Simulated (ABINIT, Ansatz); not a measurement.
# Ba2SrTeO6 (R-3): changed settings of a GW run in ABINIT, part 2 of 2

What do changed inputs do to GW on Ba2SrTeO6 (R-3)?

ABINIT 10.8.3; LDA and many-body steps on it, plane waves. Known limits of the many-body steps: not at the basis limit; no spin-orbit coupling; coarse k mesh.

So far. Step 2 (Screening, 2×2×2 mesh, 245 bands, screening to 141.5 eV): Local fields lower ε∞ by 11 %. On a Γ-centred mesh this coarse the value itself is usually too large, while a short band sum pulls it down. Step 3 (Base): The gap on the mesh goes from 2.94 eV to 4.99 eV, a correction of +2.05 eV.

## Step 5: A keyword of another program

Level of this step: G0W0 on LDA, plane waves, norm-conserving pseudopotentials (ABINIT).

Input file run.abi:

```
acell 3*1.0 Angstrom
rprim 
  3.094471017325 1.786593674874 4.966610984592
  -3.094471017325 1.786593674874 4.966610984592
  -0.000000000000 -3.573187349682 4.966610984616
ntypat 4
znucl 56 38 52 8
natom 10
typat 1 1 2 3 4 4 4 4 4 4
xred 
  0.252060000000 0.252060000000 0.252060000000
  0.747940000000 0.747940000000 0.747940000000
  0.000000000000 0.000000000000 0.000000000000
  0.500000000000 0.500000000000 0.500000000000
  0.328441000000 0.717506000000 0.226340000000
  0.717506000000 0.226340000000 0.328441000000
  0.226340000000 0.328441000000 0.717506000000
  0.671559000000 0.282494000000 0.773660000000
  0.773660000000 0.671559000000 0.282494000000
  0.282494000000 0.773660000000 0.671559000000
pp_dirpath "pseudos"
pseudos "Ba.upf, Sr.upf, Te.upf, O.upf"
ecut 42
ngkpt 2 2 2
nshiftk 1
shiftk 0 0 0
kptopt 1
chksymbreak 0
istwfk *1
occopt 1
irdwfk 1
optdriver 4
nband 245
gwcalctyp 0
ecutsigx 42
symsigma 1
nkptgw 2
kptgw 
  0.5000000000 0.5000000000 0.0000000000
  0.0000000000 0.0000000000 0.0000000000
bdgw 
  44 47
  43 48
ecuteps 5.2
irdscr 1
ppmodel 1
ENCUTGW 100
indata_prefix "in"
outdata_prefix "out"
tmpdata_prefix "tmp"
```

The run is started by

```console
> OMP_NUM_THREADS=1 mpirun -n 4 abinit run.abi > log
```

Output:

```text
.Version 10.8.3 of ABINIT. v10.8.2 released Aug 2026.

 Symmetries : space group R-3 (#148); Bravais hR (rhombohedral)
================================================================================
 Values of the parameters that define the memory need of the present run
     intxc =       0    ionmov =       0      iscf =       7    lmnmax =       6
     lnmax =       6     mgfft =      72  mpssoang =       3    mqgrid =    3001
     natom =      10  nloc_mem =       1    nspden =       1   nspinor =       1
    nsppol =       1      nsym =       6    n1xccc =    2501    ntypat =       4
    occopt =       1   xclevel =       1
-    mband =         245        mffmem =           1         mkmem =           1
       mpw =       14476          nfft =      373248          nkpt =           4
================================================================================
  Rough estimation (10% accuracy) of disk space for files :
================================================================================

--------------------------------------------------------------------------------
------------- Echo of variables that govern the present computation ------------
--------------------------------------------------------------------------------
 -outvars: echo values of preprocessed input variables --------
            acell      1.8897261259E+00  1.8897261259E+00  1.8897261259E+00 Bohr

             bdgw          44      47      43      48
      chksymbreak           0
             ecut      4.20000000E+01 Hartree
          ecuteps      5.20000000E+00 Hartree
         ecutsigx      4.20000000E+01 Hartree
          ecutwfn      4.20000000E+01 Hartree
-          fftalg         312
           irdscr           1
           irdwfk           1

[...]
nsym           6
           ntypat           4
              occ      2.000000  2.000000  2.000000  2.000000  2.000000  2.000000
                       2.000000  2.000000  2.000000  2.000000  2.000000  2.000000
                       2.000000  2.000000  2.000000  2.000000  2.000000  2.000000
                       2.000000  2.000000  2.000000  2.000000  2.000000  2.000000
[...]
0.000000  0.000000  0.000000  0.000000  0.000000  0.000000
   [... 30 further rows ...]
                       0.000000  0.000000  0.000000  0.000000  0.000000  0.000000
                       0.000000  0.000000  0.000000  0.000000  0.000000
        optdriver           4
            rprim      3.0944710173E+00  1.7865936749E+00  4.9666109846E+00
[...]
spgroup         148

             xred      2.5206000000E-01  2.5206000000E-01  2.5206000000E-01
[...]
7.7366000000E-01  6.7155900000E-01  2.8249400000E-01
                       2.8249400000E-01  7.7366000000E-01  6.7155900000E-01
            znucl       56.00000   38.00000   52.00000    8.00000

================================================================================

 chkinp: Checking input parameters for consistency.

--- !ERROR
message: |
    Found token: `ENCUTGW` in the input file.
    This name is not one of the registered input variable names (see
    Action: check your input file. Perhaps you mistyped the input variable,
    or specified "img", although this was not permitted for this input variable.

--- !ERROR
message: |
    Found token: `ENCUTGW` in the input file.
    This name is not one of the registered input variable names (see
    Action: check your input file. Perhaps you mistyped the input variable,
    or specified "img", although this was not permitted for this input variable.

--- from the log ---
Found token: `ENCUTGW` in the input file.
    This name is not one of the registered input variable names (see
    Action: check your input file. Perhaps you mistyped the input variable,
    or specified "img", although this was not permitted for this input variable.
```

It took 1.1 s on 4 MPI ranks of Arm Neoverse V1, shared host; peak memory 0.05 GiB.

The run stopped with an error after 1.1 s.

The program's words: Found token: `ENCUTGW` in the input file. This name is not one of the registered input variable names (see Action: check your input file. Perhaps you mistyped the input variable, or specified "img", although this was not permitted for this input variable.

The fault put into this input: a keyword of another program.

## Step 6: Side by side

Times are wall times on 4 MPI ranks of Arm Neoverse V1, shared host. The host was busy with other work, so they are no guide to cost. A run's time includes the screening step that it read.

```csv
run,mesh,bands,screening cutoff (eV),DFT gap (eV),gap on the mesh (eV),direct (eV),ε∞ used,time
base,2×2×2,245,141.5,2.939,4.988,5.135,4.01,6 min
scissors in G,2×2×2,245,141.5,2.939,5.039,5.187,4.01,6 min
```

## Step 7: What came out

```
base          : 4.988 eV
scissors in G : 5.039 eV
known limits  : not at the basis limit; no spin-orbit coupling; coarse k mesh
```

Scissors in G: +0.051 eV against base (keys changed: mbpt_sciss). Bands and cutoff are finite, so the gap is not at the basis limit. The miss can reach some tenths of an eV and take either sign; the mesh is an error of its own. In the G0W0 runs levels were corrected at 2 k points alone, so a gap called «on the mesh» is the least over those, and an edge elsewhere would be missed. The 2×2×2 mesh is coarse for this cell, which bears on the long-range parts of exchange and screening. The many-body steps are scalar-relativistic: spin-orbit coupling is not in them.

[Paths, hosts, dates, memory and timing lines, banners, echoed tables and standing remarks are left out of the program output.]

[Logs are printed without paths, hosts, clocks, repeated set-up lines and the standing remarks that a program may print on its own settings, such as how far it seeks lower states.]

[Runs of the session that timed out or met a known fault of the program may be left out.]

[Hosts, paths, dates, database ids (printed as entryN), source tags and the programs' standing remarks are cut or masked in the printed files.]

[G0W0 gaps are taken among the corrected bands and points alone; a level outside them can change the order at an edge.]

[Where Ansatz stands beside ABINIT at settings called matched, ABINIT's density can come from a denser mesh and the files from another edition; pairs whose starting gaps differed by over 0.03 eV were left out, so agreement reads better than it is.]
